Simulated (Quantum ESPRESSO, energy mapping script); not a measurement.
# NiO: J from the energies of magnetic orders, part 2 of 3

How strongly do the moments of NiO couple under PBE+U (3 eV), QE, GBRV? The plan is to run several orders and fit a Heisenberg model.

PBE with U = 3 eV on Ni d, ortho-atomic projectors; plane waves, U on orthogonalised atomic orbitals unless named otherwise, collinear spin, no spin–orbit coupling.

So far. Step 3 (Compensated +− start in cell A (4 atoms)): The run ends antiferromagnetic, 20.82 meV a magnetic atom above the parallel order of its cell. Step 4 (Run 3 (parallel; cell B, 4 atoms)): The run ends ferromagnetic. For each magnetic atom its energy differs from the parallel run of the first cell by -0.50 meV, an error that one common reference would have brought in.

## 5. Compensated +− start in cell B (4 atoms)

Level of this step: PBE with U = 3 eV on Ni d, ortho-atomic projectors, GBRV potentials (Quantum ESPRESSO).

This order reverses 6 of the 12 neighbours at 2.95 Å, 6 of the 6 neighbours at 4.17 Å and 12 of the 24 neighbours at 5.11 Å, counted for an average magnetic atom.

Input file pw.in:

```
&control
  calculation = 'scf'
  prefix = 'pw'
  outdir = './tmp/'
  pseudo_dir = './pseudo/'
  verbosity = 'low'
/
&system
  ibrav = 0
  nat = 4
  ntyp = 3
  ecutwfc = 45
  ecutrho = 360
  nbnd = 36
  occupations = 'smearing'
  smearing = 'fd'
  degauss = 0.00367493
  nspin = 2
  starting_magnetization(1) = 0.1111
  starting_magnetization(2) = -0.1111
/
&electrons
  conv_thr = 1.0e-08
  electron_maxstep = 120
  mixing_beta = 0.3
  mixing_mode = 'plain'
/
ATOMIC_SPECIES
  Ni1 58.6934 Ni.upf
  Ni2 58.6934 Ni.upf
  O 15.9990 O.upf
CELL_PARAMETERS angstrom
  0.00000000 -2.08590164 -2.08590164
  -2.08590164 0.00000000 -2.08590164
  2.08590164 2.08590164 -4.17180328
ATOMIC_POSITIONS crystal
  Ni1 0.50000000 0.50000000 0.50000000
  Ni2 0.00000000 0.00000000 0.00000000
  O 0.75000000 0.75000000 0.75000000
  O 0.25000000 0.25000000 0.25000000
K_POINTS automatic
  8 8 8 0 0 0
HUBBARD {ortho-atomic}
U Ni1-3d 3
U Ni2-3d 3
```

Command:

```console
OMP_NUM_THREADS=1 mpirun -n 4 pw.x -nk 4 -in pw.in > pw.out
```

The program printed:

```text
[banner, memory and clock lines left out]
Program PWSCF v.7.5 starts
[...]
unit-cell volume          =     244.9842 (a.u.)^3
     number of atoms/cell      =            4
[...]
number of electrons       =        48.00
     number of Kohn-Sham states=           36
     kinetic-energy cutoff     =      45.0000  Ry
     charge density cutoff     =     360.0000  Ry
[...]
The total energy is F=E-TS. E is the sum of the following terms:
     one-electron contribution =    -432.45177721 Ry
     hartree contribution      =     245.76349669 Ry
     xc contribution           =     -85.88991406 Ry
     ewald contribution        =    -478.44661533 Ry
     Hubbard energy            =       0.09126063 Ry
     total magnetization       =    -0.00 Bohr mag/cell
     absolute magnetization    =     3.42 Bohr mag/cell
     convergence has been achieved in  15 iterations
[key lines of the parts left out:]
!    total energy              =    -750.93354928 Ry
the Fermi energy is    14.2768 ev
```

Wall time 46 s (4 MPI ranks of Arm Neoverse V1, shared host); peak memory 0.46 GiB.

The run ends antiferromagnetic, 177.89 meV a magnetic atom below the parallel order of its cell.

## 6. Parallel start in cell C (6 atoms)

The parallel order again, as the reference for this cell.

Input file pw.in:

```
&control
  calculation = 'scf'
  prefix = 'pw'
  outdir = './tmp/'
  pseudo_dir = './pseudo/'
  verbosity = 'low'
/
&system
  ibrav = 0
  nat = 6
  ntyp = 2
  ecutwfc = 45
  ecutrho = 360
  nbnd = 55
  occupations = 'smearing'
  smearing = 'fd'
  degauss = 0.00367493
  nspin = 2
  starting_magnetization(1) = 0.1111
/
&electrons
  conv_thr = 1.5e-08
  electron_maxstep = 120
  mixing_beta = 0.3
  mixing_mode = 'plain'
/
ATOMIC_SPECIES
  Ni 58.6934 Ni.upf
  O 15.9990 O.upf
CELL_PARAMETERS angstrom
  0.00000000 2.08590164 2.08590164
  -2.08590164 0.00000000 -2.08590164
  -4.17180328 -4.17180328 4.17180328
ATOMIC_POSITIONS crystal
  Ni 0.00000000 0.00000000 0.00000000
  Ni 0.33333333 0.66666667 0.66666667
  Ni 0.66666667 0.33333333 0.33333333
  O 0.66666667 0.33333333 0.83333333
  O 0.00000000 0.00000000 0.50000000
  O 0.33333333 0.66666667 0.16666667
K_POINTS automatic
  8 8 3 0 0 0
HUBBARD {ortho-atomic}
U Ni-3d 3
```

The program printed:

```text
[banner, memory and clock lines left out]
Program PWSCF v.7.5 starts
[...]
unit-cell volume          =     367.4763 (a.u.)^3
     number of atoms/cell      =            6
[...]
number of electrons       =        72.00
     number of Kohn-Sham states=           55
     kinetic-energy cutoff     =      45.0000  Ry
     charge density cutoff     =     360.0000  Ry
[...]
The total energy is F=E-TS. E is the sum of the following terms:
     one-electron contribution =    -648.18654419 Ry
     hartree contribution      =     368.25440841 Ry
     xc contribution           =    -128.87487457 Ry
     ewald contribution        =    -717.66992300 Ry
     Hubbard energy            =       0.11583509 Ry
     total magnetization       =     6.00 Bohr mag/cell
     absolute magnetization    =     6.05 Bohr mag/cell
     convergence has been achieved in  13 iterations
[key lines of the parts left out:]
!    total energy              =   -1126.36110041 Ry
the Fermi energy is    14.3507 ev
```

Elapsed: 39 s, on 4 MPI ranks; peak memory 0.52 GiB; 2.6 min of CPU time.

The run ends ferromagnetic. For each magnetic atom its energy differs from the parallel run of the first cell by -0.50 meV, an error that one common reference would have brought in.

## 7. Uncompensated ++− start in cell C (6 atoms)

This order reverses 4 of the 12 neighbours at 2.95 Å, 4 of the 6 neighbours at 4.17 Å and 12 of the 24 neighbours at 5.11 Å, counted for an average magnetic atom.

pw.in, as its differences from that of step 6:

```diff
@@ -10,6 +10,6 @@
   nat = 6
-  ntyp = 2
+  ntyp = 3
   ecutwfc = 45
   ecutrho = 360
-  nbnd = 55
+  nbnd = 53
   occupations = 'smearing'
@@ -19,2 +19,3 @@
   starting_magnetization(1) = 0.1111
+  starting_magnetization(2) = -0.1111
 /
@@ -27,3 +28,4 @@
 ATOMIC_SPECIES
-  Ni 58.6934 Ni.upf
+  Ni1 58.6934 Ni.upf
+  Ni2 58.6934 Ni.upf
   O 15.9990 O.upf
@@ -34,5 +36,5 @@
 ATOMIC_POSITIONS crystal
-  Ni 0.00000000 0.00000000 0.00000000
-  Ni 0.33333333 0.66666667 0.66666667
-  Ni 0.66666667 0.33333333 0.33333333
+  Ni1 0.00000000 0.00000000 0.00000000
+  Ni1 0.33333333 0.66666667 0.66666667
+  Ni2 0.66666667 0.33333333 0.33333333
   O 0.66666667 0.33333333 0.83333333
@@ -43,2 +45,3 @@
 HUBBARD {ortho-atomic}
-U Ni-3d 3
+U Ni1-3d 3
+U Ni2-3d 3
```

The program printed:

```text
[banner, memory and clock lines left out]
Program PWSCF v.7.5 starts
[...]
unit-cell volume          =     367.4763 (a.u.)^3
     number of atoms/cell      =            6
[...]
number of electrons       =        72.00
     number of Kohn-Sham states=           53
     kinetic-energy cutoff     =      45.0000  Ry
     charge density cutoff     =     360.0000  Ry
[...]
The total energy is F=E-TS. E is the sum of the following terms:
     one-electron contribution =    -648.54226889 Ry
     hartree contribution      =     368.53661779 Ry
     xc contribution           =    -128.84457995 Ry
     ewald contribution        =    -717.66992300 Ry
     Hubbard energy            =       0.13134169 Ry
     total magnetization       =     2.00 Bohr mag/cell
     absolute magnetization    =     5.39 Bohr mag/cell
     convergence has been achieved in  17 iterations
[key lines of the parts left out:]
!    total energy              =   -1126.38881235 Ry
the Fermi energy is    14.3736 ev
```

Wall time 47 s (4 MPI ranks); peak memory 0.53 GiB; 3.1 min of CPU time.

The run ends ferrimagnetic, 125.69 meV a magnetic atom below the parallel order of its cell.

## 8. Parallel start in cell D (6 atoms)

A new cell needs its own zero of energy.

This run holds the same structure in another cell (c 7.226 → 6.596 Å, α 90.0 → 102.9°, β 90.0 → 102.9°, γ 120.0 → 90.0°).

Input file pw.in:

```
&control
  calculation = 'scf'
  prefix = 'pw'
  outdir = './tmp/'
  pseudo_dir = './pseudo/'
  verbosity = 'low'
/
&system
  ibrav = 0
  nat = 6
  ntyp = 2
  ecutwfc = 45
  ecutrho = 360
  nbnd = 55
  occupations = 'smearing'
  smearing = 'fd'
  degauss = 0.00367493
  nspin = 2
  starting_magnetization(1) = 0.1111
/
&electrons
  conv_thr = 1.5e-08
  electron_maxstep = 120
  mixing_beta = 0.3
  mixing_mode = 'plain'
/
ATOMIC_SPECIES
  Ni 58.6934 Ni.upf
  O 15.9990 O.upf
CELL_PARAMETERS angstrom
  0.00000000 2.08590164 2.08590164
  0.00000000 2.08590164 -2.08590164
  -6.25770492 -2.08590164 0.00000000
ATOMIC_POSITIONS crystal
  Ni 0.00000000 0.00000000 0.00000000
  Ni 0.33333333 0.33333333 0.66666667
  Ni 0.66666667 0.66666667 0.33333333
  O 0.83333333 0.83333333 0.66666667
  O 0.16666667 0.16666667 0.33333333
  O 0.50000000 0.50000000 0.00000000
K_POINTS automatic
  7 7 7 0 0 0
HUBBARD {ortho-atomic}
U Ni-3d 3
```

The program printed:

```text
[banner, memory and clock lines left out]
Program PWSCF v.7.5 starts
[...]
unit-cell volume          =     367.4763 (a.u.)^3
     number of atoms/cell      =            6
[...]
number of electrons       =        72.00
     number of Kohn-Sham states=           55
     kinetic-energy cutoff     =      45.0000  Ry
     charge density cutoff     =     360.0000  Ry
[...]
The total energy is F=E-TS. E is the sum of the following terms:
     one-electron contribution =    -648.18566907 Ry
     hartree contribution      =     368.25358325 Ry
     xc contribution           =    -128.87486692 Ry
     ewald contribution        =    -717.66992300 Ry
     Hubbard energy            =       0.11580523 Ry
     total magnetization       =     6.00 Bohr mag/cell
     absolute magnetization    =     6.05 Bohr mag/cell
     convergence has been achieved in  13 iterations
[key lines of the parts left out:]
!    total energy              =   -1126.36107259 Ry
the Fermi energy is    14.3355 ev
```

Run time: 58 s. Hardware: 4 MPI ranks; peak memory 0.59 GiB; 3.9 min of CPU time.

The run ends ferromagnetic. For each magnetic atom its energy differs from the parallel run of the first cell by -0.37 meV, an error that one common reference would have brought in.

## 9. Run 8 (uncompensated ++−; cell D, 6 atoms)

This order reverses 5.33 of the 12 neighbours at 2.95 Å, 1.33 of the 6 neighbours at 4.17 Å and 16 of the 24 neighbours at 5.11 Å, counted for an average magnetic atom.

pw.in, as its differences from that of step 8:

```diff
@@ -10,6 +10,6 @@
   nat = 6
-  ntyp = 2
+  ntyp = 3
   ecutwfc = 45
   ecutrho = 360
-  nbnd = 55
+  nbnd = 53
   occupations = 'smearing'
@@ -19,2 +19,3 @@
   starting_magnetization(1) = 0.1111
+  starting_magnetization(2) = -0.1111
 /
@@ -27,3 +28,4 @@
 ATOMIC_SPECIES
-  Ni 58.6934 Ni.upf
+  Ni1 58.6934 Ni.upf
+  Ni2 58.6934 Ni.upf
   O 15.9990 O.upf
@@ -34,5 +36,5 @@
 ATOMIC_POSITIONS crystal
-  Ni 0.00000000 0.00000000 0.00000000
-  Ni 0.33333333 0.33333333 0.66666667
-  Ni 0.66666667 0.66666667 0.33333333
+  Ni1 0.00000000 0.00000000 0.00000000
+  Ni1 0.33333333 0.33333333 0.66666667
+  Ni2 0.66666667 0.66666667 0.33333333
   O 0.83333333 0.83333333 0.66666667
@@ -43,2 +45,3 @@
 HUBBARD {ortho-atomic}
-U Ni-3d 3
+U Ni1-3d 3
+U Ni2-3d 3
```

The program printed:

```text
[banner, memory and clock lines left out]
Program PWSCF v.7.5 starts
[...]
unit-cell volume          =     367.4763 (a.u.)^3
     number of atoms/cell      =            6
[...]
number of electrons       =        72.00
     number of Kohn-Sham states=           53
     kinetic-energy cutoff     =      45.0000  Ry
     charge density cutoff     =     360.0000  Ry
[...]
The total energy is F=E-TS. E is the sum of the following terms:
     one-electron contribution =    -648.25968485 Ry
     hartree contribution      =     368.29880154 Ry
     xc contribution           =    -128.85848919 Ry
     ewald contribution        =    -717.66992300 Ry
     Hubbard energy            =       0.12031266 Ry
     total magnetization       =     2.00 Bohr mag/cell
     absolute magnetization    =     5.64 Bohr mag/cell
     convergence has been achieved in  14 iterations
[key lines of the parts left out:]
!    total energy              =   -1126.36898376 Ry
the Fermi energy is    14.4127 ev
```

Wall time 59 s (4 MPI ranks); peak memory 0.58 GiB; 4 min of CPU time.

The run ends ferrimagnetic, 35.88 meV a magnetic atom below the parallel order of its cell.

## 10. Parallel start in cell E (6 atoms)

The parallel order again, as the reference for this cell.

This run holds the same structure in another cell (b 2.950 → 4.172 Å, c 6.596 → 5.109 Å, α 102.9 → 114.1°, β 102.9 → 106.8°).

Input file pw.in:

```
&control
  calculation = 'scf'
  prefix = 'pw'
  outdir = './tmp/'
  pseudo_dir = './pseudo/'
  verbosity = 'low'
/
&system
  ibrav = 0
  nat = 6
  ntyp = 2
  ecutwfc = 45
  ecutrho = 360
  nbnd = 55
  occupations = 'smearing'
  smearing = 'fd'
  degauss = 0.00367493
  nspin = 2
  starting_magnetization(1) = 0.1111
/
&electrons
  conv_thr = 1.5e-08
  electron_maxstep = 120
  mixing_beta = 0.3
  mixing_mode = 'plain'
/
ATOMIC_SPECIES
  Ni 58.6934 Ni.upf
  O 15.9990 O.upf
CELL_PARAMETERS angstrom
  0.00000000 -2.08590164 -2.08590164
  -4.17180328 0.00000000 0.00000000
  2.08590164 4.17180328 -2.08590164
ATOMIC_POSITIONS crystal
  Ni 0.66666667 0.66666667 0.33333333
  Ni 0.33333333 0.33333333 0.66666667
  Ni 0.00000000 0.00000000 0.00000000
  O 0.66666667 0.16666667 0.33333333
  O 0.33333333 0.83333333 0.66666667
  O 0.00000000 0.50000000 0.00000000
K_POINTS automatic
  8 8 8 0 0 0
HUBBARD {ortho-atomic}
U Ni-3d 3
```

The program printed:

```text
[banner, memory and clock lines left out]
Program PWSCF v.7.5 starts
[...]
unit-cell volume          =     367.4763 (a.u.)^3
     number of atoms/cell      =            6
[...]
number of electrons       =        72.00
     number of Kohn-Sham states=           55
     kinetic-energy cutoff     =      45.0000  Ry
     charge density cutoff     =     360.0000  Ry
[...]
The total energy is F=E-TS. E is the sum of the following terms:
     one-electron contribution =    -648.18577871 Ry
     hartree contribution      =     368.25360284 Ry
     xc contribution           =    -128.87482788 Ry
     ewald contribution        =    -717.66992300 Ry
     Hubbard energy            =       0.11582971 Ry
     total magnetization       =     6.00 Bohr mag/cell
     absolute magnetization    =     6.05 Bohr mag/cell
     convergence has been achieved in  13 iterations
[key lines of the parts left out:]
!    total energy              =   -1126.36109895 Ry
the Fermi energy is    14.3583 ev
```

Run time: 2.4 min. Hardware: 4 MPI ranks; peak memory 0.79 GiB; 9.5 min of CPU time.

The run ends ferromagnetic. For each magnetic atom its energy differs from the parallel run of the first cell by -0.49 meV, an error that one common reference would have brought in.

(Continued in part 3 of 3.)

[Logs and program files are shortened in this print: banners, set-up blocks, solver, clock and traceback lines can be left out without a mark of their own.]

[Logs are printed without paths, hosts, clocks, repeated set-up lines and the standing remarks that a program may print on its own settings, such as how far it seeks lower states.]

[Hosts, paths, dates, database ids (printed as entryN), source tags and the programs' standing remarks are cut or masked in the printed files.]

[Where a cell is said to come from a database of computed structures, the database is the Materials Project.]
